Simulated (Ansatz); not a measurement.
# 3-layer 1T-VSSe (AA) in a perpendicular field

Aim: how the 3-layer 1T-VSSe (AA) screens a field along its normal, and what the field does to its bands. A positive field points along +c.

Main program and level: Ansatz 0.2.0; plane-wave DFT, LDA+U, Ansatz PAW.

**1. The starting structure**

The cell holds 9 atoms: 3 Se, 3 V and 3 S. Its edges and angles: a = 3.250 Å, b = 3.250 Å, c = 63.398 Å, α = 90.0°, β = 90.0°, γ = 120.0°. Regions: layer 1: 1T-VSSe, 3 atoms (1 Se, 1 V and 1 S); layer 2: 1T-VSSe, 3 atoms (1 Se, 1 V and 1 S); layer 3: 1T-VSSe, 3 atoms (1 Se, 1 V and 1 S). Vacuum lies along c.

**2. Relaxation**

The starting cell is a guess, so the in-plane lattice and the atoms are relaxed first, with the slab cut off from its images along the normal.

input.yaml reads:

```yaml
crystal:
  lattice:
    - [3.25, 0.0, 0.0]
    - [-1.625, 2.8145825623, 0.0]
    - [0.0, 0.0, 63.3982783689]
  atoms:
    - { symbol: Se, position: [0.6666666667, 0.3333333333, 0.3722498561] }
    - { symbol: V, position: [0.0, 0.0, 0.4005697401], spin: 1.0 }
    - { symbol: S, position: [0.3333333333, 0.6666666667, 0.4253442441] }
    - { symbol: Se, position: [0.6666666667, 0.3333333333, 0.473452806] }
    - { symbol: V, position: [0.0, 0.0, 0.50177269], spin: 1.0 }
    - { symbol: S, position: [0.3333333333, 0.6666666667, 0.526547194] }
    - { symbol: Se, position: [0.6666666667, 0.3333333333, 0.5746557559] }
    - { symbol: V, position: [0.0, 0.0, 0.6029756399], spin: 1.0 }
    - { symbol: S, position: [0.3333333333, 0.6666666667, 0.6277501439] }
  periodic: [true, true, false]
magnetization:
  spin_polarized: true
kpoints:
  mp_grid: { grid: [12, 12, 1] }
hamiltonian:
  xc: lda
  hubbard: { sites: [{ species: V, l: d, u_eff: 4.0 }] }
scf:
  occupations: { method: fermi_dirac, width: 0.05 }
  convergence: { dr2_threshold: 1.0e-09 }
relax:
  f_tol: 0.004
  max_steps: 90
  cell: {}
output:
  write_potential: true
  write_density: true
  volumetric_format: npy
```

The run is started by

```console
$ ansatz run input.yaml --threads 8 --pin off --max-ram 12288MiB --backend cpu --events-out ev --progress --plain --runs-dir out
```

Numbers of over 12 decimals in the logs are rounded to 6 here.

What it wrote:

```text
Warning: relax.cell: scf.convergence.dr2_threshold = 1e-9 eV is looser than the 1.31128473229e-10 eV advised for a relaxation that steers and ends on the stress (1e-10 eV for each atom of the cell: 9, times the square of relax.cell.stress_2d_tol = 0.05 N/m over 26.2 Å (the atoms' height at the walk's start and 5 Å past either face), 1.909e-2 GPa, over a crystal's default 0.05). What an SCF threshold leaves in a stress goes as its square root, and in the free energy as the threshold itself, and one threshold admits the most on a small cell: [figures from the program's tests cut] Set scf.convergence.dr2_threshold to 1.31128473229e-10 eV or tighter. [rest of the remark cut]
Se: projections on atomic orbitals take those of the free atom [Ar] 3d10 4s2 4p4, of charge +0.00 (hamiltonian.pseudopotentials.projection_atoms); the dataset's partial waves leave at most 2.3e-6 of an orbital's norm unspanned inside its sphere
V: projections on atomic orbitals take those of the free atom [Ne] 3s2 3p6 3d3 4s2, of charge +0.00 (hamiltonian.pseudopotentials.projection_atoms); the dataset's partial waves leave at most 5.8e-7 of an orbital's norm unspanned inside its sphere
S: projections on atomic orbitals take those of the free atom [Ne] 3s2 3p4, of charge +0.00 (hamiltonian.pseudopotentials.projection_atoms); the dataset's partial waves leave at most 1.6e-7 of an orbital's norm unspanned inside its sphere
Engine: ansatz 0.2.0, aarch64-unknown-linux-gnu
Pseudopotentials: kind: paw
Pseudopotential: Se, paw, valence charge 16, recommended cutoff 420 eV (normal), Se.paw.azcp
Pseudopotential: V, paw, valence charge 13, recommended cutoff 420 eV (normal), V.paw.azcp
Pseudopotential: S, paw, valence charge 6, recommended cutoff 420 eV (normal), S.paw.azcp
Functional definition: SPW92
  exchange = slater_x
  correlation = pw_c
Crystal: 9 atoms, lattice volume = 579.929 Å³
Basis set: ecut = 420 eV, 11539 PW (Γ)
Bands: 65, of which v1, the nominal top of the filled ones, is band 53 counted from 1 (52 counted from 0)
Symmetry: 6 space group operations
Space group: P3m1 (ITA 156), of the structure as read, at distance tolerance 8.3e-5 Å
Magnetic group: BNS 156.49 (UNI 1279), of the structure as read, at distance tolerance 8.3e-5 Å
k-points: 19 of 144 (time reversal used)
Non-local potential: Se, projectors of the file, l = 0: 2, l = 1: 2, l = 2: 3, l = 3: 1
Non-local potential: V, projectors of the file, l = 0: 3, l = 1: 2, l = 2: 3, l = 3: 1
Non-local potential: S, projectors of the file, l = 0: 2, l = 1: 2, l = 2: 2
PAW form: soft (Blöchl's): semilocal exchange-correlation on the pseudo side does not see the compensation charge
PAW frozen core: Se, regenerated for the run's functional, and the local potential with it (the file was generated under x = pbe(κ = 0.804, μ = 0.219515), c = pbe(β = 0.066725))
PAW frozen core: V, regenerated for the run's functional, and the local potential with it (the file was generated under x = pbe(κ = 0.804, μ = 0.219515), c = pbe(β = 0.066725))
PAW frozen core: S, regenerated for the run's functional, and the local potential with it (the file was generated under x = pbe(κ = 0.804, μ = 0.219515), c = pbe(β = 0.066725))
PAW one-centre angular grid: Se, 590 points (default); XC on 64 Gauss nodes
PAW one-centre angular grid: V, 590 points (default); XC on 64 Gauss nodes
PAW one-centre angular grid: S, 110 points (default); XC on 64 Gauss nodes
Initial density: superposition of atomic densities (neutral atoms: chi_scale 0, normalization atom)
Starting moments: Σ|m| = 3 μB on 3 of 9 sites
Initial wavefunctions: pseudopotential atomic-orbital guess
Functional: x = slater, c = lda
SCF iter   1: F=—  HF=-27333.765589 eV  |F-HF|=—  |Δ(HF+E_count)|=         —  Δρ=2.09e-2 (↑1.54e-2 ↓2.09e-2)  dr2=9.32e0  dr2_m=1.06e-1  M=2.851 μB ∫|m|=4.183 μB  β_m=1.00  ethr=3.10e-3  ⟨swp⟩=13.6  Hψ=14357  notcnv=0
preconditioner: auto → none  [metal: Δε(μ)=0.066 eV  Ē_g=7.258 eV  σ=0.050 eV  W_gap=0.32  n_scr=40 (ndim 8)  ℏωp=11.0 eV  f_vac=0.686  D(μ)=3.30/eV (n_scr^D=20)  sad-step TF]
SCF iter   2: F=—  HF=-27333.004153 eV  |F-HF|=—  |Δ(HF+E_count)|=   7.61e-1  Δρ=1.75e-2 (↑1.75e-2 ↓7.37e-3)  dr2=7.64e0  dr2_m=5.15e-1  M=3.662 μB ∫|m|=5.758 μB  β_m=1.00  ethr=3.10e-3  ⟨swp⟩=3.4  Hψ=5023  notcnv=0  defer=85
SCF iter   3: F=—  HF=-27350.658668 eV  |F-HF|=—  |Δ(HF+E_count)|=    1.77e1  Δρ=7.95e-2 (↑7.95e-2 ↓6.20e-2)  dr2=5.98e3  dr2_m=1.57e0  M=3.102 μB ∫|m|=4.106 μB  β_m=0.30  ethr=3.10e-3  ⟨swp⟩=7.4  Hψ=7628  notcnv=0  defer=90
SCF iter   4: F=—  HF=-27411.372748 eV  |F-HF|=—  |Δ(HF+E_count)|=    6.07e1  Δρ=1.04e-1 (↑9.79e-2 ↓1.04e-1)  dr2=1.94e4  dr2_m=2.23e0  M=1.809 μB ∫|m|=2.391 μB  β_m=0.30  ethr=3.10e-3  ⟨swp⟩=15.2  Hψ=12692  notcnv=0  defer=164
SCF iter   5: F=—  HF=-27360.307641 eV  |F-HF|=—  |Δ(HF+E_count)|=    5.11e1  Δρ=9.19e-2 (↑9.19e-2 ↓9.09e-2)  dr2=1.68e3  dr2_m=1.20e0  M=1.443 μB ∫|m|=1.727 μB  β_m=0.30  ethr=3.10e-3  ⟨swp⟩=9.8  Hψ=11380  notcnv=0  defer=105
SCF iter   6: F=—  HF=-27364.572529 eV  |F-HF|=—  |Δ(HF+E_count)|=    4.26e0  Δρ=8.18e-2 (↑8.18e-2 ↓7.68e-2)  dr2=2.66e3  dr2_m=9.01e-1  M=1.746 μB ∫|m|=1.896 μB  β_m=0.30  ethr=3.10e-3  ⟨swp⟩=7.9  Hψ=7573  notcnv=0  defer=145
SCF iter   7: F=—  HF=-27334.324742 eV  |F-HF|=—  |Δ(HF+E_count)|=    3.02e1  Δρ=2.52e-2 (↑2.52e-2 ↓2.28e-2)  dr2=8.38e1  dr2_m=7.59e-2  M=1.882 μB ∫|m|=2.878 μB  β_m=0.30  ethr=3.10e-3  ⟨swp⟩=5.9  Hψ=6786  notcnv=0  defer=60
SCF iter   8: F=—  HF=-27333.159669 eV  |F-HF|=—  |Δ(HF+E_count)|=    1.17e0  Δρ=1.89e-2 (↑1.19e-2 ↓1.89e-2)  dr2=1.56e1  dr2_m=1.59e-1  M=2.586 μB ∫|m|=3.650 μB  β_m=1.00  ethr=3.10e-3  ⟨swp⟩=5.0  Hψ=5109  notcnv=0  defer=94
SCF iter   9: F=—  HF=-27332.767411 eV  |F-HF|=—  |Δ(HF+E_count)|=   3.92e-1  Δρ=1.51e-2 (↑1.16e-2 ↓1.51e-2)  dr2=1.00e1  dr2_m=1.21e-1  M=3.005 μB ∫|m|=4.438 μB  β_m=1.00  ethr=3.10e-3  ⟨swp⟩=3.4  Hψ=3985  notcnv=0  defer=90
SCF iter  10: F=—  HF=-27333.119163 eV  |F-HF|=—  |Δ(HF+E_count)|=   3.52e-1  Δρ=2.09e-2 (↑2.09e-2 ↓9.50e-3)  dr2=3.12e1  dr2_m=3.57e-1  M=3.569 μB ∫|m|=5.319 μB  β_m=0.30  ethr=3.10e-3  ⟨swp⟩=5.4  Hψ=6404  notcnv=0  defer=92
SCF iter  11: F=—  HF=-27333.008471 eV  |F-HF|=—  |Δ(HF+E_count)|=   1.11e-1  Δρ=2.04e-2 (↑2.04e-2 ↓4.20e-3)  dr2=4.33e0  dr2_m=5.95e-1  M=4.127 μB ∫|m|=6.252 μB  β_m=1.00  ethr=3.10e-3  ⟨swp⟩=7.2  Hψ=6398  notcnv=0  defer=89
SCF iter  12: F=—  HF=-27333.167746 eV  |F-HF|=—  |Δ(HF+E_count)|=   1.59e-1  Δρ=1.24e-2 (↑1.24e-2 ↓3.28e-3)  dr2=2.23e1  dr2_m=1.48e-1  M=4.247 μB ∫|m|=6.745 μB  β_m=0.30  ethr=3.10e-3  ⟨swp⟩=4.8  Hψ=4686  notcnv=0  defer=97
[...]
SCF iter  66: F=-27334.951093 eV  HF=-27334.951093 eV  |F-HF|=1.74e-9  |Δ(HF+E_count)|=  1.67e-10  Δρ=1.94e-8 (↑1.94e-8 ↓1.61e-8)  dr2=1.45e-10  dr2_m=6.82e-13  M=4.156 μB ∫|m|=7.148 μB  β_m=1.00  ethr=1.00e-12  ⟨swp⟩=1.6  Hψ=5410  notcnv=0  κ⁻¹=9.8e-7(r=6)
iter 67 met the thresholds in force, and the SCF goes on: an eigenvalue changes by 3.12 meV, over its tolerance of 1.00 meV (output.eigenvalues, Limitations)
SCF iter  67: F=-27334.951093 eV  HF=-27334.951093 eV  |F-HF|=2.26e-10  |Δ(HF+E_count)|=  4.55e-10  Δρ=2.94e-8 (↑2.94e-8 ↓9.38e-9)  dr2=3.36e-11  dr2_m=8.01e-13  M=4.156 μB ∫|m|=7.148 μB  β_m=1.00  ethr=1.00e-12  ⟨swp⟩=1.4  Hψ=5276  notcnv=0  κ⁻¹=6.7e-7(r=7)
SCF iter  68: F=-27334.951093 eV  HF=-27334.951093 eV  |F-HF|=2.36e-10  |Δ(HF+E_count)|=  3.17e-10  Δρ=1.24e-8 (↑1.24e-8 ↓1.04e-8)  dr2=2.13e-11  dr2_m=5.41e-14  M=4.156 μB ∫|m|=7.148 μB  ethr=1.00e-12  ⟨swp⟩=1.3  Hψ=5036  notcnv=0
SCF 1 converged in 68 iterations: F = -27334.951093 eV  dr2 = 2.13e-11
Symmetry: 2 space group operations
k-points: 43 of 144 (time reversal used)
Initial density: read from a saved state, or passed on in memory by an earlier SCF of this step, an earlier step, the calling program or the single point that the run made first
Initial wavefunctions: those read from a saved state, or passed on in memory by an earlier step or the calling program
iter 1 solved again at ethr=1.00e-12 eV; its pass at ethr=9.52e-7 eV (dr2=2.51e-11 eV) is discarded
SCF iter   1: F=—  HF=-27334.951093 eV  |F-HF|=—  |Δ(HF+E_count)|=         —  Δρ=1.45e-8 (↑1.45e-8 ↓1.09e-8)  dr2=2.53e-11  dr2_m=6.73e-14  M=4.156 μB ∫|m|=7.148 μB  ethr=1.00e-12  ⟨swp⟩=1.7  Hψ=37236  notcnv=0
SCF iter   2: F=—  HF=-27334.951151 eV  |F-HF|=—  |Δ(HF+E_count)|=   5.77e-5  Δρ=1.53e-4 (↑1.53e-4 ↓4.69e-5)  dr2=2.68e-3  dr2_m=2.26e-5  M=4.154 μB ∫|m|=7.145 μB  ethr=9.52e-7  ⟨swp⟩=1.0  Hψ=15272  notcnv=0
SCF iter   3: F=—  HF=-27334.951094 eV  |F-HF|=—  |Δ(HF+E_count)|=   5.75e-5  Δρ=9.28e-6 (↑9.28e-6 ↓1.68e-6)  dr2=1.48e-5  dr2_m=9.53e-8  M=4.156 μB ∫|m|=7.148 μB  ethr=9.52e-7  ⟨swp⟩=1.0  Hψ=11526  notcnv=0
SCF iter   4: F=—  HF=-27334.951093 eV  |F-HF|=—  |Δ(HF+E_count)|=   1.06e-7  Δρ=3.36e-6 (↑3.36e-6 ↓4.04e-7)  dr2=3.31e-6  dr2_m=1.43e-8  M=4.156 μB ∫|m|=7.148 μB  ethr=1.44e-8  ⟨swp⟩=1.0  Hψ=11524  notcnv=0
SCF iter   5: F=—  HF=-27334.951093 eV  |F-HF|=—  |Δ(HF+E_count)|=   2.38e-8  Δρ=7.56e-7 (↑7.56e-7 ↓2.21e-7)  dr2=9.07e-8  dr2_m=5.68e-10  M=4.156 μB ∫|m|=7.148 μB  ethr=3.20e-9  ⟨swp⟩=1.0  Hψ=11525  notcnv=0
SCF iter   6: F=—  HF=-27334.951093 eV  |F-HF|=—  |Δ(HF+E_count)|=   1.13e-9  Δρ=3.87e-7 (↑3.87e-7 ↓1.04e-7)  dr2=4.39e-8  dr2_m=1.72e-10  M=4.156 μB ∫|m|=7.148 μB  ethr=8.84e-11  ⟨swp⟩=1.0  Hψ=11532  notcnv=0
SCF iter   7: F=—  HF=-27334.951093 eV  |F-HF|=—  |Δ(HF+E_count)|=  5.60e-10  Δρ=2.26e-7 (↑2.26e-7 ↓4.11e-8)  dr2=1.45e-8  dr2_m=6.01e-11  M=4.156 μB ∫|m|=7.148 μB  ethr=4.24e-11  ⟨swp⟩=1.0  Hψ=11535  notcnv=0
SCF iter   8: F=—  HF=-27334.951093 eV  |F-HF|=—  |Δ(HF+E_count)|=  7.28e-12  Δρ=1.67e-7 (↑1.67e-7 ↓2.68e-8)  dr2=7.73e-9  dr2_m=3.24e-11  M=4.156 μB ∫|m|=7.148 μB  ethr=1.40e-11  ⟨swp⟩=1.0  Hψ=11551  notcnv=0
SCF iter   9: F=-27334.951093 eV  HF=-27334.951093 eV  |F-HF|=1.16e-10  |Δ(HF+E_count)|=  8.73e-11  Δρ=3.41e-8 (↑3.41e-8 ↓1.02e-8)  dr2=2.07e-10  dr2_m=1.10e-12  M=4.156 μB ∫|m|=7.148 μB  ethr=1.00e-12  ⟨swp⟩=1.0  Hψ=11548  notcnv=0
a single-point calculation of the run's input, under the relaxation's own `scf.mixing.negative_modes` where the relaxation goes by `scf.lower_state_search: light` itself or types `scf.max_iter`, was made at the relaxed geometry, from the atoms, in 77 SCF iterations in all. It converged -0.0 meV from the relaxation's final energy, with moments (-0.20, 1.59, -0.16, -0.21, 1.58, -0.17, -0.22, 1.57, -0.16 Bohr magnetons, atom by atom), which does not count as lower, and the relaxation's result stands. No further magnetic order was relaxed to its end, and one can end lower (see `relax.adjacent_minimum`).
SCF converged after 8 iterations
Magnetization: 4.1556 μB (54.5778 up, 50.4222 down)
Absolute magnetization: 7.1076 μB (∫|ρ↑−ρ↓|, with the PAW one-centre terms)
Spin contamination: 0.8820 ħ² per cell (⟨S²⟩ above its minimum at these occupations)
Per-site moments (μB) at R_I (Å): [(-0.201894, 1.051248), (1.591384, 0.965340), (-0.158998, 0.965340), (-0.208975, 1.048584), (1.581953, 0.965837), (-0.165793, 0.965837), (-0.217858, 1.049328), (1.565188, 0.965085), (-0.155496, 0.965085)]
Free energy (F): -27334.951093 eV
Harris-Foulkes:  -27334.951093 eV  (|F-HF|=2.67e-7)
Internal energy: -27334.916305 eV  (E = F + TS)
E sigma→0 (E₀):  -27334.933699 eV
Entropy (-TS):   -0.034789 eV (-3.865 meV/atom)
Fermi energy:    -6.148573 eV
--- Per-component energies (eV) ---
  E_band       = -3369.337323
  E_kinetic    = 1685.388753
  E_local      = -1071671.672775  (includes V_loc(G=0)·N_el)
  E_nonlocal   = -1796.858442
  E_hartree    = 534721.608986
  E_xc         = -986.896973
  E_vxc        = -1052.399863  (∫ρ·V_xc dr)
  E_hubbard    = 9.255911  (on-site DFT+U / exact-exchange correction)
  E_vhub       = -3.793989  (the Hubbard potential's part of the band-sum identity)
  E_paw        = -10373.774845  (= ΣΔE_a)
  E_vpaw       = 26.768249  (= ΣTr[D̂ρ^β])
  E_aug_tail   = -0.001036  (compensation charges beyond the density's cutoff)
  E_ewald      = 521069.883987
  E_core_change = 8.150129  (= ΣΔE_core)
  E_smearing   = -0.034789  (= −TS)
  E_closure    = 0.000000  (closes the sum)
  Σ components = -27334.951093   (vs F -27334.951093, Δ=0.00e0)
--- Forces (eV/Å), atoms counted from 1 ---
  atom   1  Se    -0.00000000     0.00000000    -0.00005461
  atom   2  V      0.00000000    -0.00000000    -0.00031556
  atom   3  S      0.00000000    -0.00000000     0.00016220
  atom   4  Se     0.00000000    -0.00000000    -0.00026078
  atom   5  V      0.00000000    -0.00000000    -0.00026804
  atom   6  S      0.00000000    -0.00000000    -0.00000405
  atom   7  Se    -0.00000000    -0.00000000    -0.00017771
  atom   8  V      0.00000000     0.00000000    -0.00013735
  atom   9  S      0.00000000    -0.00000000    -0.00017703
  max |Σ_I F_I| component: 1.23e-3 eV/Å
--- 2D stress c σ (N/m, compression-positive) ---
        0.000022       0.000000       0.000000
        0.000000       0.000022       0.000000
        0.000000       0.000000       0.000000
  P = ½ c Tr σ = 0.0000 N/m
--- Band table (eV; the first three rows and the last of 38) ---
  k-point 0 ↑: bands = [... 49 lower, -7.3846, -6.4765, -5.1050, -5.1050, -4.9883, -4.9883, -4.9455, -4.9332, ... 8 higher]
  k-point 1 ↑: bands = [... 49 lower, -7.1460, -6.3942, -5.7273, -5.6124, -5.5477, -5.1265, -5.0034, -4.9375, ... 8 higher]
  k-point 2 ↑: bands = [... 49 lower, -6.9386, -6.6107, -6.4691, -6.3868, -6.2288, -5.2409, -5.1033, -5.0147, ... 8 higher]
  k-point 18 ↓: bands = [... 49 lower, -7.9021, -7.7980, -3.2520, -3.2305, -3.2151, -2.8827, -2.8094, -2.7262, ... 8 higher]
  the weakly bound empty levels are not read free of the cell's end (hubbard_term)
--- Relaxed structure (10 steps of the walk, 10 accepted, 2 SCFs on fresh bases) ---
  F+E_penalty+E_count = -27334.95109339 eV   max|allowed force component| = 2.992e-4 eV/Å   (the final SCF, on the basis selected at the relaxed cell)
  cell:  # Å, volume = 608.4195 Å³
    - [3.328875, 5.837942651071552e-18, 0]
    - [-1.664438, 2.882891, 0]
    - [0, 0, 63.3982783689]
  atoms:
    - { symbol: Se, position: [0.666667, 0.333333, 0.384188] }
    - { symbol: V, position: [-1.4462054658267944e-17, 0, 0.410586] }
    - { symbol: S, position: [0.333333, 0.666667, 0.431647] }
    - { symbol: Se, position: [0.666667, 0.333333, 0.476115] }
    - { symbol: V, position: [-8.448146553024273e-19, 0, 0.502358] }
    - { symbol: S, position: [0.333333, 0.666667, 0.523452] }
    - { symbol: Se, position: [0.666667, 0.333333, 0.567785] }
    - { symbol: V, position: [1.285597623652326e-17, 0, 0.594071] }
    - { symbol: S, position: [0.333333, 0.666667, 0.615115] }
```

Wall time 22 min (8 threads of Arm Neoverse V2, shared host); peak memory 7.1 GiB.

The steps of the relaxation:

| step | energy less that of the first step (eV) | largest force component (eV/Å) | volume (Å³) |
| --- | --- | --- | --- |
| 1 | 0.0000 | 1.6821 | 579.93 |
| 2 | -0.6104 | 0.4439 | 606.17 |
| 3 | -0.6717 | 0.1385 | 601.64 |
| 4 | -0.7047 | 0.0801 | 603.24 |
| 5 | -0.7197 | 0.0864 | 606.12 |
| 6 | -0.7210 | 0.0070 | 607.39 |
| 7 | -0.7210 | 0.0013 | 607.92 |
| 8 | -0.7210 | 0.0026 | 608.00 |
| 9* | -0.7237 | 0.0026 | 608.00 |
| 10 | -0.7237 | 0.0096 | 608.56 |
| 11 | -0.7237 | 0.0003 | 608.42 |
| 12* | -0.7238 | 0.0003 | 608.42 |
| 12* | -0.7238 | 0.0003 | 608.42 |

Relaxation steps marked * repeat the geometry before them on a plane-wave basis chosen anew for their cell, so energy and pressure can jump there.

| cell as run | before | after | change |
| --- | --- | --- | --- |
| a (Å) | 3.250 | 3.329 | +2.4 % |
| b (Å) | 3.250 | 3.329 | +2.4 % |

The atoms that moved most (Å, along periodic axes as changes of fractional coordinates times the final cell, across vacuum about the mean position):

```
atom     dx     dy      dz  length
  S9  0.000  0.000  -0.801   0.801
 Se1  0.000  0.000   0.757   0.757
  V2  0.000  0.000   0.635   0.635
  V8  0.000  0.000  -0.565   0.565
 Se7  0.000  0.000  -0.436   0.436
  S3  0.000  0.000   0.400   0.400
  S6  0.000  0.000  -0.196   0.196
 Se4  0.000  0.000   0.169   0.169
```

This step gave:

- energy at zero smearing: -27334.9337 eV
- total moment: 4.156 μB

Site moment by atom:

| atom | site moment (μB) |
| --- | --- |
| Se1 | -0.20 |
| V2 | 1.59 |
| S3 | -0.16 |
| Se4 | -0.21 |
| V5 | 1.58 |
| S6 | -0.17 |
| Se7 | -0.22 |
| V8 | 1.57 |
| S9 | -0.16 |

The lattice constant a goes from 3.250 to 3.329 Å.

[end of part 1 of 3]

[Logs are printed without paths, hosts, clocks, repeated set-up lines and the standing remarks that a program may print on its own settings, such as how far it seeks lower states.]

[Hosts, paths, dates, database ids (printed as entryN), source tags and the programs' standing remarks are cut or masked in the printed files.]

[Maps of the electrostatic potential energy from Ansatz leave out the sawtooth potential of an applied field or a dipole correction, so their vacuum need not be flat; planar profiles and work functions include it.]
